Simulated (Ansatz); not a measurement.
# Stretching the linear Se chain, part 3 of 3

Does stretching change the magnetism or the channel count of the linear Se chain?

Ansatz 0.2.0; DFT PBE, plane waves, PAW; relaxation of a chain's period (the session's first sound run).

So far, conductance of the lead as this run defines it (G₀): 3.00 in steps 3, 7, 8, 9 and 10.

## Step 11: At a set period, period over the relaxed period 1.3, k-mesh 1×1×26

Level of this step: DFT PBE, plane waves, PAW; channels and complex bands of a perfect chain (Ansatz).

The period is set to 1.3 times the relaxed one: longer bonds narrow the bands.

The cell differs from the one that the last finished run ended in (c 2.846 → 3.083 Å).

Contents of input.yaml:

```yaml
crystal:
  lattice:
    - [7.5, 0.0, 0.0]
    - [0.0, 7.5, 0.0]
    - [0.0, 0.0, 3.0834735549]
  atoms:
    - { symbol: Se, position: [0.5, 0.5, 0.0], spin: 0.3 }
magnetization:
  spin_polarized: true
kpoints:
  mp_grid: { grid: [1, 1, 26] }
scf:
  occupations: { method: fermi_dirac, width: 0.05 }
hamiltonian:
  xc: pbe
output:
  transmission:
    e_range: [-2, 2]
    de: 0.035
    kmesh: [1, 1]
    reduced_basis: true
    leads: [[0, 0]]
  stress: true
```

On the command line:

```bash
$ ansatz run input.yaml --threads 4 --pin off --max-ram 8192MiB --backend cpu --events-out ev --progress --plain --runs-dir out
```

Numbers of over 12 decimals in the logs are rounded to 6 here.

The log of the run:

```text
[...]
Crystal: 1 atoms, lattice volume = 173.445 Å³
Basis set: ecut = 420 eV, 3395 PW (Γ)
Bands: 13, of which v1, the nominal top of the filled ones, is band 8 counted from 1 (7 counted from 0)
Symmetry: 16 space group operations
[...]
k-points: 14 of 26
[...]
Starting moments: Σ|m| = 0.3 μB on 1 of 1 site
[...]
--- Transmission ---
  basis      : 497 plane waves across, 4 finite elements along
  points     : 1, standing for a mesh of 1 x 1
[...]
crystal 0  : Se1, at the sites [0, 0], period 3.0835 Å: whole cells are its period
[...]
filled         : 15.5 meV over the level at which it is neutral
    channels       : 1.000000e0 up, 3.000000e0 down
[...]
[key lines of the parts left out:]
SCF converged after 23 iterations
Magnetization: 1.1589 μB (8.5795 up, 7.4205 down)
Free energy (F): -5467.454618 eV
Fermi energy:    -4.297095 eV
P = ⅓ Tr σ = -1.3233 GPa (-13.233 kbar)
```

It took 26 s on 4 threads of Arm Neoverse V2, shared host; peak memory 0.39 GiB; 48 s of CPU time.

At the computed energy nearest the Fermi level there are 1 spin-up and 3 spin-down channels, and the thermal average gives 2.00 G₀. The change of length costs 1.050 eV a cell and leaves an absolute moment of 1.16 μB a cell.

For the conductance of the lead as this run defines it, step 3 gave 3.00 G₀; this run, with period over the relaxed period 1.3 and k-mesh 1×1×26, gives 2.00 G₀ (-33 %).

## Step 12: Side by side

Times are for 4 threads of Arm Neoverse V2, shared host. The series side by side:

| no. | period over the relaxed period | conductance of the lead as this run defines it (G₀) | absolute moment (μB) | energy at zero smearing less the lowest (eV) | time | memory (GiB) |
| --- | --- | --- | --- | --- | --- | --- |
| 1 | 0.88 | 3.000 | 0 | 0.7341 | 28 s | 0.4 |
| 2 | 0.92 | 3.000 | 0 | 0.2845 | 28 s | 0.39 |
| 3 | 0.96 | 3.000 | 0 | 0.06175 | 28 s | 0.39 |
| 4 | 1 | 3.000 | 0 | 0 | 28 s | 0.4 |
| 5 | 1.04 | 3.000 | 0 | 0.03199 | 36 s | 0.44 |
| 6 | 1.08 | 3.000 | 0 | 0.1447 | 32 s | 0.44 |
| 7 | 1.13 | 3.000 | 0 | 0.3391 | 32 s | 0.41 |
| 8 | 1.2 | 3.000 | 0 | 0.6475 | 21 s | 0.38 |
| 9 | 1.3 | 2.000 | 1.162 | 1.050 | 26 s | 0.39 |

## Step 13: The same system on other settings

This step: DFT PBE, plane waves, PAW; channels and complex bands of a perfect chain; changed: scf.mixing.algorithm = "broyden", scf.mixing.beta = 0.5, scf.mixing.ndim = 16, scf.n_extra_bands = 16 (Ansatz 0.2.0).

The atoms of the run at the relaxed period are kept and the input is varied, to see whether the result depends on it.

input.yaml, the sections that differ from step 11:

```yaml
crystal:
  lattice:
    - [7.5, 0.0, 0.0]
    - [0.0, 7.5, 0.0]
    - [0.0, 0.0, 2.3719027345]
  atoms:
    - { symbol: Se, position: [0.5, 0.5, 0.0], spin: 0.3 }
kpoints:
  mp_grid: { grid: [1, 1, 34] }
scf:
  occupations: { method: fermi_dirac, width: 0.05 }
  mixing: { algorithm: broyden, beta: 0.5, ndim: 16 }
  n_extra_bands: 16
# magnetization, hamiltonian, output: as in step 11
```

The log of the run:

```text
[...]
Crystal: 1 atoms, lattice volume = 133.420 Å³
Basis set: ecut = 420 eV, 2599 PW (Γ)
Bands: 24, of which v1, the nominal top of the filled ones, is band 8 counted from 1 (7 counted from 0)
Symmetry: 16 space group operations
[...]
k-points: 18 of 34
[...]
Starting moments: Σ|m| = 0.3 μB on 1 of 1 site
[...]
SCF iter  12: F=-5468.501920 eV  HF=-5468.501920 eV  |F-HF|=1.16e-10  |Δ(HF+E_count)|=  3.51e-10  Δρ=5.99e-8 (↑5.98e-8 ↓5.99e-8)  dr2=3.08e-14  dr2_m=4.38e-12  M=0.000 μB ∫|m|=0.000 μB  ethr=1.00e-12  ⟨swp⟩=2.0  Hψ=1319  notcnv=0
SCF 1 converged in 12 iterations: F = -5468.501920 eV  dr2 = 3.08e-14
[...]
transmission: 6 of 36 steps passed
transmission: 9 of 36 steps passed
[...]
transmission: 36 of 36 steps passed
this state was not tested for a lower state beside it, because the mixer in use, unlike msr1, does not test its closes by its own steps (another_mixer; see scf.mixing.algorithm and scf.lower_state_search)
SCF converged after 12 iterations
Magnetization: 0.0000 μB (8.0000 up, 8.0000 down)
Absolute magnetization: 0.0000 μB (∫|ρ↑−ρ↓|, with the PAW one-centre terms)
[...]
Per-site moments (μB) at R_I (Å): [(5.7632422840168354e-6, 0.978410)]
Free energy (F): -5468.501920 eV
[...]
Internal energy: -5468.494455 eV  (E = F + TS)
E sigma→0 (E₀):  -5468.498188 eV
Entropy (-TS):   -0.007465 eV (-7.465 meV/atom)
Fermi energy:    -2.966029 eV
[...]
--- Stress (GPa, compression-positive) ---
        0.083327       0.000000       0.000000
        0.000000       0.083327       0.000000
        0.000000       0.000000       0.603549
  P = ⅓ Tr σ = 0.2567 GPa (2.567 kbar)
--- Band table (eV; the first three rows and the last of 36) ---
  k-point 0 ↑: bands = [... 4 lower, -50.7339, -17.6806, -6.0427, -6.0427, 0.9239, 2.7284, 3.8870, 4.1686, ... 12 higher]
  k-point 1 ↑: bands = [... 4 lower, -50.7339, -17.6587, -6.0215, -6.0215, 0.9462, 2.7514, 3.9097, 4.1911, ... 12 higher]
  k-point 2 ↑: bands = [... 4 lower, -50.7338, -17.5927, -5.9580, -5.9580, 1.0128, 2.8203, 3.9779, 4.2584, ... 12 higher]
  k-point 17 ↓: bands = [... 4 lower, -50.7294, -12.5123, -9.3837, -2.0071, -2.0071, 4.5481, 4.5481, 7.5578, ... 12 higher]
--- Transmission ---
  basis      : 497 plane waves across, 3 finite elements along
  points     : 1, standing for a mesh of 1 x 1
[...]
crystal 0  : Se1, at the sites [0, 0], period 2.3719 Å: whole cells are its period
[...]
filled         : 15.6 meV under the level at which it is neutral
    channels       : 3.000000e0 up, 3.000000e0 down
[...]
```

It took 27 s on 4 threads; peak memory 0.39 GiB.

Numbers from this step:

```yaml
energy_at_zero_smearing: -5468.4982 eV
channels_at_the_energy_nearest_the_fermi_level_spin_up: 3
conductance_of_the_lead_as_this_run_defines_it: 3.000 G₀
```

Table of open channels of the lead by energy, zero at the Fermi level:

| energy (eV) | spin up | spin down |
| --- | --- | --- |
| -2.000 | 3 | 3 |
| -1.790 | 3 | 3 |
| -1.615 | 3 | 3 |
| -1.405 | 3 | 3 |
| -1.195 | 3 | 3 |
| -0.985 | 3 | 3 |
| -0.810 | 3 | 3 |
| -0.600 | 3 | 3 |
| -0.390 | 3 | 3 |
| -0.215 | 3 | 3 |
| -0.005 | 3 | 3 |
| 0.205 | 3 | 3 |
| 0.415 | 3 | 3 |
| 0.590 | 3 | 3 |
| 0.800 | 3 | 3 |
| 1.010 | 1 | 1 |
| 1.185 | 1 | 1 |
| 1.395 | 1 | 1 |
| 1.605 | 1 | 1 |
| 1.815 | 1 | 1 |

It took 27 s against 28 s for the run it varies, and the conductance is 3.00 G₀ against 3.00 G₀.

The channels at the energy nearest the Fermi level, spin up, channels at the energy nearest the Fermi level, spin down and conductance of the lead as this run defines it stay within 0.2 % plus 0.001 of the run it varies.

## Step 14: Summary of results

| Item | Value |
| --- | --- |
| relaxed cell length | 2.372 Å |
| conductance at period × 0.88 | 3.00 G₀ |
| conductance at period × 1.0 | 3.00 G₀ |
| conductance at period × 1.13 | 3.00 G₀ |
| conductance at period × 1.3 | 2.00 G₀ |
| absolute moment at period × 0.88 | 0 μB |
| absolute moment at period × 1.0 | 0 μB |
| absolute moment at period × 1.3 | 1.16 μB |

In words: In these runs no moment survives at the shortest period, and one is present from a factor of 1.3 on: longer bonds narrow the bands, which favours exchange splitting. The conductance goes from 3.00 G₀ at the shortest period to 2.00 G₀ at the longest, while the magnetic state changes too. Transport is coherent and elastic here: the atoms are frozen, so scattering by vibrations plays no part. No search over magnetic orders was made; another may lie lower. For the perfect chain only parallel moments were started; its antiparallel and spiral orders were not tested. The lead's cell of one atom keeps the chain straight and evenly spaced; a zigzag or dimerised form may lie lower.

[Logs are printed without paths, hosts, clocks, repeated set-up lines and the standing remarks that a program may print on its own settings, such as how far it seeks lower states.]

[Hosts, paths, dates, database ids (printed as entryN), source tags and the programs' standing remarks are cut or masked in the printed files.]
